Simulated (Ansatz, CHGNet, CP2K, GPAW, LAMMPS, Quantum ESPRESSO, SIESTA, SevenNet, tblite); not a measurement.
# Glassy 40SiO2-28Al2O3-16Li2O-16SrO (mol %) (85 atoms) in CP2K, part 2 of 3

How do the settings of CP2K change the result for glassy 40SiO2-28Al2O3-16Li2O-16SrO (mol %) (85 atoms)? A plane-wave run serves as the yardstick.

Program: CP2K 2026.2; the method stands at each step. Banners, paths, timers and routine set-up lines are dropped from the logs unmarked, and long logs keep their key lines alone; longer cuts are marked.

So far. Step 2 (PBE, DZVP-MOLOPT-SR, 600/50 Ry, diagonalisation): Forces lie 9.8 % from the reference's, at 6.9 times its CPU time (on 4 against 8 cores). Step 3 (PBE, DZVP-MOLOPT-SR, 600/50 Ry, TRS4 filter 1e-07, SCF …): Against the first run (9.8 %), the force difference from the reference is 9.5 %, at 0.61 times the CPU time (9 SCF steps against 16): another solver or mixer reaches the same state.

**4. PBE, DZVP-MOLOPT-SR, 600/50 Ry, TRS4 filter 1e-03, SCF 1e-04**

Method: Kohn-Sham DFT, PBE, GTH-PBE pseudopotentials, Gaussian and plane waves, DZVP-MOLOPT-SR-GTH, linear-scaling purification of the density matrix.

File input.inp:

```
&GLOBAL
  PROJECT cell
  RUN_TYPE ENERGY_FORCE
  PRINT_LEVEL LOW
&END GLOBAL
&FORCE_EVAL
  METHOD QS
  STRESS_TENSOR ANALYTICAL
  &DFT
    BASIS_SET_FILE_NAME BASIS_MOLOPT
    POTENTIAL_FILE_NAME GTH_POTENTIALS
    &MGRID
      CUTOFF 600
      REL_CUTOFF 50
      NGRIDS 5
    &END MGRID
    &QS
      EPS_DEFAULT 1.0E-10
      LS_SCF T
    &END QS
    &LS_SCF
      PURIFICATION_METHOD TRS4
      EPS_FILTER 1.0E-03
      EPS_SCF 1.0E-04
      MAX_SCF 60
      S_PRECONDITIONER ATOMIC
      MIXING_FRACTION 0.45
      REPORT_ALL_SPARSITIES F
    &END LS_SCF
    &XC
      &XC_FUNCTIONAL PBE
      &END XC_FUNCTIONAL
    &END XC
    &PRINT
      &MULLIKEN ON
      &END MULLIKEN
    &END PRINT
  &END DFT
  &SUBSYS
    &CELL
      A 10.15170 0.00000 0.00000
      B 0.00000 10.15170 0.00000
      C 0.00000 0.00000 10.15170
    &END CELL
    &COORD
      SCALED
[... 85 atom lines left out: the same atoms as in the first run ...]
    &END COORD
    &KIND Si
      BASIS_SET DZVP-MOLOPT-SR-GTH-q4
      POTENTIAL GTH-PBE-q4
    &END KIND
    &KIND Al
      BASIS_SET DZVP-MOLOPT-SR-GTH-q3
      POTENTIAL GTH-PBE-q3
    &END KIND
    &KIND Li
      BASIS_SET DZVP-MOLOPT-SR-GTH-q3
      POTENTIAL GTH-PBE-q3
    &END KIND
    &KIND Sr
      BASIS_SET DZVP-MOLOPT-SR-GTH-q10
      POTENTIAL GTH-PBE-q10
    &END KIND
    &KIND O
      BASIS_SET DZVP-MOLOPT-SR-GTH-q6
      POTENTIAL GTH-PBE-q6
    &END KIND
  &END SUBSYS
  &PRINT
    &FORCES ON
    &END FORCES
    &STRESS_TENSOR ON
    &END STRESS_TENSOR
  &END PRINT
&END FORCE_EVAL
```

Launch:

```
$ OMP_NUM_THREADS=1 mpirun -np 4 cp2k.psmp -i input.inp > output.txt
```

Numbers of over 12 decimals in the logs are rounded to 6 here.

The program printed:

```text
CP2K| version string:                                       CP2K version 2026.2
 CP2K| Input file name                                                 input.inp
 GLOBAL| Basis set file name                                        BASIS_MOLOPT
 GLOBAL| Potential file name                                      GTH_POTENTIALS
 GLOBAL| Run type                                                   ENERGY_FORCE
 GLOBAL| Total number of message passing processes                             4
 GLOBAL| Number of threads for this process                                    1
[... lines left out ...]
 Re-scaling the density matrix to get the right number of electrons
[... lines left out ...]
 SCF run converged in     4 steps.
[... lines left out ...]
      85     O        5          6.610327                             -0.610327
 # Total charge                            440.230718                 -0.230718
 !-----------------------------------------------------------------------------!
 ENERGY| Total FORCE_EVAL ( QS ) energy [hartree]          -1041.531413
 FORCES| Atomic forces [hartree/bohr]
 FORCES|   Atom     x               y               z               |f|
 FORCES|      1  1.04624832E-02  1.90827222E-02  2.04923403E-02   2.98923042E-02
 FORCES|      2  1.31622833E-02  1.60068534E-02 -1.60607927E-02   2.62185835E-02
 FORCES|      3 -2.50040147E-03 -1.35571109E-02  4.59384479E-03   1.45310245E-02
[...]
FORCES|     84  1.72646904E-02 -2.11642467E-02 -7.43065493E-03   2.83056444E-02
 FORCES|     85  8.30794092E-03 -3.20793565E-02 -2.63795416E-02   4.23554862E-02
 FORCES| Sum    -5.97051039E-03  3.77972391E-03  7.47499671E-03
 FORCES| Total atomic force                                       1.02863445E-02
 STRESS| Analytical stress tensor [bar]
 STRESS|                        x                   y                   z
 STRESS|      x        4.14033168648E+04  -7.05187758695E+03  -2.42943892152E+02
 STRESS|      y       -7.05187758695E+03   4.73080000947E+04   9.10110911968E+03
 STRESS|      z       -2.42943892152E+02   9.10110911968E+03   4.87448753698E+04
 STRESS| 1/3 Trace                                             4.58187307764E+04
```

Run time: 25 s. Hardware: 4 MPI ranks of Arm Neoverse V2, shared host; peak memory 2.6 GiB; 99 s of CPU time.

Numbers from this run, and their distance from the reference:

* r.m.s. force component: 0.7268 eV/Å
* r.m.s. difference of force components: 190 meV/Å
* longest difference of force vectors: 1131 meV/Å
* force difference over r.m.s. force: 25.82 %
* slope of forces against the reference's: 0.9545
* correlation of force components: 0.9663
* pressure: 4.582 GPa
* pressure difference: 0.2914 GPa
* energy less the same-level run's: 30.89 meV/atom
* r.m.s. force difference from the same-level run: 152 meV/Å

This is a coarse setting, run to see what it loses.

Against the first run (9.8 %), the force difference from the reference is 26 %, at 0.34 times the CPU time (4 SCF steps against 16).

The forces add up to 0.53 eV/Å instead of zero, usually a sign of too coarse a grid.

**5. PBE, SZV-MOLOPT-SR, 600/50 Ry, diagonalisation**

Method: Kohn-Sham DFT, PBE, GTH-PBE pseudopotentials, Gaussian and plane waves, SZV-MOLOPT-SR-GTH, diagonalisation.

File input.inp:

```
&GLOBAL
  PROJECT cell
  RUN_TYPE ENERGY_FORCE
  PRINT_LEVEL LOW
&END GLOBAL
&FORCE_EVAL
  METHOD QS
  STRESS_TENSOR ANALYTICAL
  &DFT
    BASIS_SET_FILE_NAME BASIS_MOLOPT
    POTENTIAL_FILE_NAME GTH_POTENTIALS
    &MGRID
      CUTOFF 600
      REL_CUTOFF 50
      NGRIDS 5
    &END MGRID
    &QS
      EPS_DEFAULT 1.0E-12
    &END QS
    &SCF
      SCF_GUESS ATOMIC
      EPS_SCF 1.0E-06
      MAX_SCF 200
      ADDED_MOS 14
      &DIAGONALIZATION
        ALGORITHM STANDARD
      &END DIAGONALIZATION
      &SMEAR ON
        METHOD FERMI_DIRAC
        ELECTRONIC_TEMPERATURE [K] 580
      &END SMEAR
      &MIXING
        METHOD BROYDEN_MIXING
        ALPHA 0.3
        NBROYDEN 8
      &END MIXING
      &PRINT
        &RESTART OFF
        &END RESTART
      &END PRINT
    &END SCF
    &XC
      &XC_FUNCTIONAL PBE
      &END XC_FUNCTIONAL
    &END XC
    &PRINT
      &MULLIKEN ON
      &END MULLIKEN
      &LOWDIN ON
      &END LOWDIN
      &MO ON
        EIGENVALUES T
        OCCUPATION_NUMBERS T
        MO_INDEX_RANGE 209 232
        &EACH
          QS_SCF 0
        &END EACH
        ADD_LAST NUMERIC
      &END MO
    &END PRINT
  &END DFT
  &SUBSYS
    &CELL
      A 10.15170 0.00000 0.00000
      B 0.00000 10.15170 0.00000
      C 0.00000 0.00000 10.15170
    &END CELL
    &COORD
[... 85 atom lines left out: the same atoms as in the first run ...]
    &END COORD
    &KIND Si
      BASIS_SET SZV-MOLOPT-SR-GTH-q4
      POTENTIAL GTH-PBE-q4
    &END KIND
    &KIND Al
      BASIS_SET SZV-MOLOPT-SR-GTH-q3
      POTENTIAL GTH-PBE-q3
    &END KIND
    &KIND Li
      BASIS_SET SZV-MOLOPT-SR-GTH-q3
      POTENTIAL GTH-PBE-q3
    &END KIND
    &KIND Sr
      BASIS_SET SZV-MOLOPT-SR-GTH-q10
      POTENTIAL GTH-PBE-q10
    &END KIND
    &KIND O
      BASIS_SET SZV-MOLOPT-SR-GTH-q6
      POTENTIAL GTH-PBE-q6
    &END KIND
  &END SUBSYS
  &PRINT
    &FORCES ON
    &END FORCES
    &STRESS_TENSOR ON
    &END STRESS_TENSOR
  &END PRINT
&END FORCE_EVAL
```

Launch:

```
$ OMP_NUM_THREADS=1 cp2k.psmp -i input.inp > output.txt
```

The program printed:

```text
CP2K| version string:                                       CP2K version 2026.2
 CP2K| Input file name                                                 input.inp
 GLOBAL| Basis set file name                                        BASIS_MOLOPT
 GLOBAL| Potential file name                                      GTH_POTENTIALS
[... lines left out ...]
 Number of electrons:                                                        440
[... lines left out ...]
  Step     Update method      Time    Convergence         Total energy    Change
[... lines left out ...]
  *** SCF run converged in    19 steps ***
[... lines left out ...]
  Fermi energy:                                                 0.262188
  Total energy:                                             -1036.171266
  Total energy (extrapolated to T->0):                      -1036.171266
[... lines left out ...]
 MO| E(Fermi):            0.262188 a.u.          7.134507 eV
[... lines left out ...]
 ENERGY| Total FORCE_EVAL ( QS ) energy [hartree]          -1036.171263
[... lines left out ...]
 FORCES|      1 -3.34018410E-03  3.12129587E-02  1.73427992E-02   3.58633281E-02
 FORCES|      2  1.85219039E-02 -2.03221430E-02  1.20095172E-02   3.00046484E-02
 FORCES|      3 -1.62230470E-02 -4.43960185E-03 -2.94937389E-04   1.68221374E-02
[...]
FORCES|     84  5.03351206E-02 -2.69458768E-02 -3.77848145E-02   6.84645664E-02
 FORCES|     85  2.78894229E-02 -9.78741658E-02 -6.80824349E-02   1.22443416E-01
 FORCES| Sum    -7.85990748E-03  4.79525888E-03  1.01942192E-02
 FORCES| Total atomic force                                       1.37366211E-02
 STRESS| Analytical stress tensor [bar]
 STRESS|                        x                   y                   z
 STRESS|      x        1.96806329565E+05  -1.29698231088E+04   3.23030916278E+03
 STRESS|      y       -1.29698231088E+04   2.25279543357E+05   7.09043071766E+03
 STRESS|      z        3.23030916278E+03   7.09043071766E+03   2.18428462659E+05
 STRESS| 1/3 Trace                                             2.13504778527E+05
```

Run time: 2.6 min. Hardware: 1 thread; peak memory 2.4 GiB.

Against the reference:

```
r.m.s. force component                           : 1.605 eV/Å
r.m.s. difference of force components            : 978.4 meV/Å
longest difference of force vectors              : 3446 meV/Å
force difference over r.m.s. force               : 133 %
slope of forces against the reference's          : 1.995
correlation of force components                  : 0.9145
gap (highest filled to lowest empty level) : 2.235 eV
gap difference                                   : -1.431 eV
pressure                                         : 21.35 GPa
pressure difference                              : 17.06 GPa
```

This is a coarse setting, run to see what it loses.

Against the first run (9.8 %), the force difference from the reference is 133 %, at 0.54 times the CPU time (on 1 against 4 cores), with 328 basis functions against 1053: the smaller basis costs accuracy.

The forces add up to 0.71 eV/Å instead of zero, usually a sign of too coarse a grid.

**6. PBE+D3(BJ), DZVP-MOLOPT-SR, 600/50 Ry, diagonalisation**

Method: Kohn-Sham DFT, PBE+D3(BJ), GTH-PBE pseudopotentials, Gaussian and plane waves, DZVP-MOLOPT-SR-GTH, diagonalisation.

Edit input.inp of step 5 so:

```diff
@@ -44,2 +44,10 @@
       &END XC_FUNCTIONAL
+      &VDW_POTENTIAL
+        POTENTIAL_TYPE PAIR_POTENTIAL
+        &PAIR_POTENTIAL
+          TYPE DFTD3(BJ)
+          PARAMETER_FILE_NAME dftd3.dat
+          REFERENCE_FUNCTIONAL PBE
+        &END PAIR_POTENTIAL
+      &END VDW_POTENTIAL
     &END XC
@@ -67,7 +75,8 @@
     &END CELL
-    &COORD
-[... 85 atom lines left out: the same atoms as in the first run ...]
-    &END COORD
+    &TOPOLOGY
+      COORD_FILE_NAME structure.xyz
+      COORD_FILE_FORMAT XYZ
+    &END TOPOLOGY
     &KIND Si
-      BASIS_SET SZV-MOLOPT-SR-GTH-q4
+      BASIS_SET DZVP-MOLOPT-SR-GTH-q4
       POTENTIAL GTH-PBE-q4
@@ -75,3 +84,3 @@
     &KIND Al
-      BASIS_SET SZV-MOLOPT-SR-GTH-q3
+      BASIS_SET DZVP-MOLOPT-SR-GTH-q3
       POTENTIAL GTH-PBE-q3
@@ -79,3 +88,3 @@
     &KIND Li
-      BASIS_SET SZV-MOLOPT-SR-GTH-q3
+      BASIS_SET DZVP-MOLOPT-SR-GTH-q3
       POTENTIAL GTH-PBE-q3
@@ -83,3 +92,3 @@
     &KIND Sr
-      BASIS_SET SZV-MOLOPT-SR-GTH-q10
+      BASIS_SET DZVP-MOLOPT-SR-GTH-q10
       POTENTIAL GTH-PBE-q10
@@ -87,3 +96,3 @@
     &KIND O
-      BASIS_SET SZV-MOLOPT-SR-GTH-q6
+      BASIS_SET DZVP-MOLOPT-SR-GTH-q6
       POTENTIAL GTH-PBE-q6
```

File structure.xyz:

```xyz
85

Si 7.68545 3.29270 7.52860
Si 1.20562 2.93547 6.73068
Si 1.94263 4.67283 1.59026
Si 2.74411 1.22765 8.85137
Si 9.21632 2.13145 2.56635
Si 0.87863 7.43856 8.61930
Si 10.15119 8.09060 2.92247
Si 7.20882 6.08919 6.74885
Si 5.00946 3.45117 9.31500
Si 6.00422 6.84214 2.58635
Al 9.57305 4.74612 9.61792
Al 3.08074 4.13712 4.56380
Al 6.96457 6.42988 9.93222
Al 4.78318 1.68346 3.87815
Al 6.50125 1.59605 1.14075
Al 8.59585 5.26345 2.19003
Al 5.74698 9.57762 5.93458
Al 4.47243 6.77372 5.19534
Al 2.27611 1.76193 1.82568
Al 3.78070 6.43486 9.83649
[... 61 atom lines left out ...]
O 5.94473 6.15010 5.81073
O 5.98697 0.34028 0.10081
O 2.41712 2.90785 5.61968
O 3.08277 10.13759 8.00248
```

Launch:

```
$ OMP_NUM_THREADS=1 mpirun -np 4 cp2k.psmp -i input.inp > output.txt
```

The program printed:

```text
CP2K| version string:                                       CP2K version 2026.2
 CP2K| Input file name                                                 input.inp
 GLOBAL| Basis set file name                                        BASIS_MOLOPT
 GLOBAL| Potential file name                                      GTH_POTENTIALS
 GLOBAL| Run type                                                   ENERGY_FORCE
 GLOBAL| Total number of message passing processes                             4
 GLOBAL| Number of threads for this process                                    1
[... lines left out ...]
                        Smear method:                                FERMI_DIRAC
[... lines left out ...]
 Number of electrons:                                                        440
[... lines left out ...]
  Step     Update method      Time    Convergence         Total energy    Change
[... lines left out ...]
  *** SCF run converged in    16 steps ***
[... lines left out ...]
  Fermi energy:                                                 0.202240
  Total energy:                                             -1042.163402
  Total energy (extrapolated to T->0):                      -1042.163402
[... lines left out ...]
 MO| E(Fermi):            0.202240 a.u.          5.503224 eV
[... lines left out ...]
      84     O        5          6.521755                             -0.521755
      85     O        5          6.663761                             -0.663761
 # Total charge                            440.000000                 -0.000000
 ENERGY| Total FORCE_EVAL ( QS ) energy [hartree]          -1042.163414
 FORCES| Atomic forces [hartree/bohr]
 FORCES|   Atom     x               y               z               |f|
 FORCES|      1  5.92134850E-03  2.27018159E-02  1.81126970E-02   2.96395784E-02
 FORCES|      2  1.47552345E-02  4.30701225E-04 -1.44075815E-02   2.06271872E-02
 FORCES|      3 -3.79543844E-04 -1.44697701E-02  4.02032312E-03   1.50226928E-02
[...]
FORCES|     84  1.64464325E-02 -1.90532910E-02 -6.86774390E-03   2.60898246E-02
 FORCES|     85  1.17709418E-02 -4.18559957E-02 -3.23657384E-02   5.42035097E-02
 FORCES| Sum    -6.02068630E-03  3.83616440E-03  7.53740427E-03
 FORCES| Total atomic force                                       1.03815839E-02
 STRESS| Analytical stress tensor [bar]
 STRESS|                        x                   y                   z
 STRESS|      x        1.33138620013E+04  -6.58200651827E+03  -2.97668497933E+02
 STRESS|      y       -6.58200651827E+03   2.49651991170E+04   9.76924526326E+03
 STRESS|      z       -2.97668497933E+02   9.76924526326E+03   2.21851567760E+04
 STRESS| 1/3 Trace                                             2.01547392981E+04
```

The job ended after 72 s (4 MPI ranks; peak memory 4 GiB).

Numbers from this run, and their distance from the reference:

* r.m.s. force component: 0.7463 eV/Å
* r.m.s. difference of force components: 73.03 meV/Å
* longest difference of force vectors: 290.3 meV/Å
* force difference over r.m.s. force: 9.925 %
* slope of forces against the reference's: 1.01
* correlation of force components: 0.9952
* gap (highest filled to lowest empty level): 3.583 eV
* gap difference: -0.0834 eV
* pressure: 2.015 GPa
* pressure difference: -2.275 GPa

Against the first run (9.8 %), the force difference from the reference is 9.9 %, at 1.00 times the CPU time; the model has changed, so this is no error of the program alone.

The forces add up to 0.53 eV/Å instead of zero, usually a sign of too coarse a grid.

**7. PBE, DZVP-MOLOPT-SR, 300/50 Ry, diagonalisation**

Method: Kohn-Sham DFT, PBE, GTH-PBE pseudopotentials, Gaussian and plane waves, DZVP-MOLOPT-SR-GTH, diagonalisation.

Edit input.inp of step 6 so:

```diff
@@ -12,5 +12,4 @@
     &MGRID
-      CUTOFF 600
+      CUTOFF 300
       REL_CUTOFF 50
-      NGRIDS 5
     &END MGRID
@@ -44,10 +43,2 @@
       &END XC_FUNCTIONAL
-      &VDW_POTENTIAL
-        POTENTIAL_TYPE PAIR_POTENTIAL
-        &PAIR_POTENTIAL
-          TYPE DFTD3(BJ)
-          PARAMETER_FILE_NAME dftd3.dat
-          REFERENCE_FUNCTIONAL PBE
-        &END PAIR_POTENTIAL
-      &END VDW_POTENTIAL
     &END XC
```

structure.xyz is that of step 6.

Launch:

```
$ OMP_NUM_THREADS=2 cp2k.psmp -i input.inp > output.txt
```

The program printed:

```text
CP2K| version string:                                       CP2K version 2026.2
 CP2K| Input file name                                                 input.inp
 GLOBAL| Basis set file name                                        BASIS_MOLOPT
 GLOBAL| Potential file name                                      GTH_POTENTIALS
 GLOBAL| Run type                                                   ENERGY_FORCE
 GLOBAL| Total number of message passing processes                             1
 GLOBAL| Number of threads for this process                                    2
[... lines left out ...]
                        Smear method:                                FERMI_DIRAC
[... lines left out ...]
 Number of electrons:                                                        440
[... lines left out ...]
  Step     Update method      Time    Convergence         Total energy    Change
[... lines left out ...]
  *** SCF run converged in    16 steps ***
[... lines left out ...]
  Fermi energy:                                                 0.202162
  Total energy:                                             -1041.637831
  Total energy (extrapolated to T->0):                      -1041.637831
[... lines left out ...]
 MO| E(Fermi):            0.202162 a.u.          5.501113 eV
[... lines left out ...]
      84     O        5          6.521707                             -0.521707
      85     O        5          6.663735                             -0.663735
 # Total charge                            440.000000                 -0.000000
 ENERGY| Total FORCE_EVAL ( QS ) energy [hartree]          -1041.637843
 FORCES| Atomic forces [hartree/bohr]
 FORCES|   Atom     x               y               z               |f|
 FORCES|      1  6.02416063E-03  2.25522272E-02  1.79748071E-02   2.94616217E-02
 FORCES|      2  1.47316738E-02  2.93524530E-04 -1.45647808E-02   2.07181372E-02
 FORCES|      3 -4.37673481E-04 -1.46001865E-02  4.19672990E-03   1.51976822E-02
[...]
FORCES|     84  1.95247823E-02 -1.82908333E-02 -2.27865454E-03   2.68507723E-02
 FORCES|     85  1.64546938E-02 -3.97083821E-02 -3.40855101E-02   5.48574020E-02
 FORCES| Sum     1.70921203E-02 -6.49660922E-04  1.75474234E-02
 FORCES| Total atomic force                                       2.45045854E-02
 STRESS| Analytical stress tensor [bar]
 STRESS|                        x                   y                   z
 STRESS|      x        3.84041876427E+04  -6.57064953390E+03  -2.58242300093E+02
 STRESS|      y       -6.57064953390E+03   4.98924151002E+04   9.80310640193E+03
 STRESS|      z       -2.58242300093E+02   9.80310640193E+03   4.70237984206E+04
 STRESS| 1/3 Trace                                             4.51068003878E+04
```

Elapsed: 99 s, on 2 threads; peak memory 1.2 GiB.

Numbers from this run, and their distance from the reference:

```
r.m.s. force component                           : 0.7524 eV/Å
r.m.s. difference of force components            : 116.4 meV/Å
longest difference of force vectors              : 418.3 meV/Å
force difference over r.m.s. force               : 15.83 %
slope of forces against the reference's          : 1.01
correlation of force components                  : 0.988
gap (highest filled to lowest empty level) : 3.582 eV
gap difference                                   : -0.0849 eV
pressure                                         : 4.511 GPa
pressure difference                              : 0.2202 GPa
energy less the same-level run's                 : -3.182 meV/atom
r.m.s. force difference from the same-level run  : 104 meV/Å
```

This is a coarse setting, run to see what it loses.

Against the first run (9.8 %), the force difference from the reference is 16 %, at 0.66 times the CPU time (on 2 against 4 cores): the grid matters here.

The forces add up to 1.3 eV/Å instead of zero, usually a sign of too coarse a grid.

[end of part 2 of 3]

[Also dropped from logs without a mark: logging warnings of Python, and SIESTA's first energy breakdown and zero terms.]

[Logs are printed without paths, hosts, clocks, repeated set-up lines and the standing remarks that a program may print on its own settings, such as how far it seeks lower states.]

[Hosts, paths, dates, database ids (printed as entryN), source tags and the programs' standing remarks are cut or masked in the printed files.]
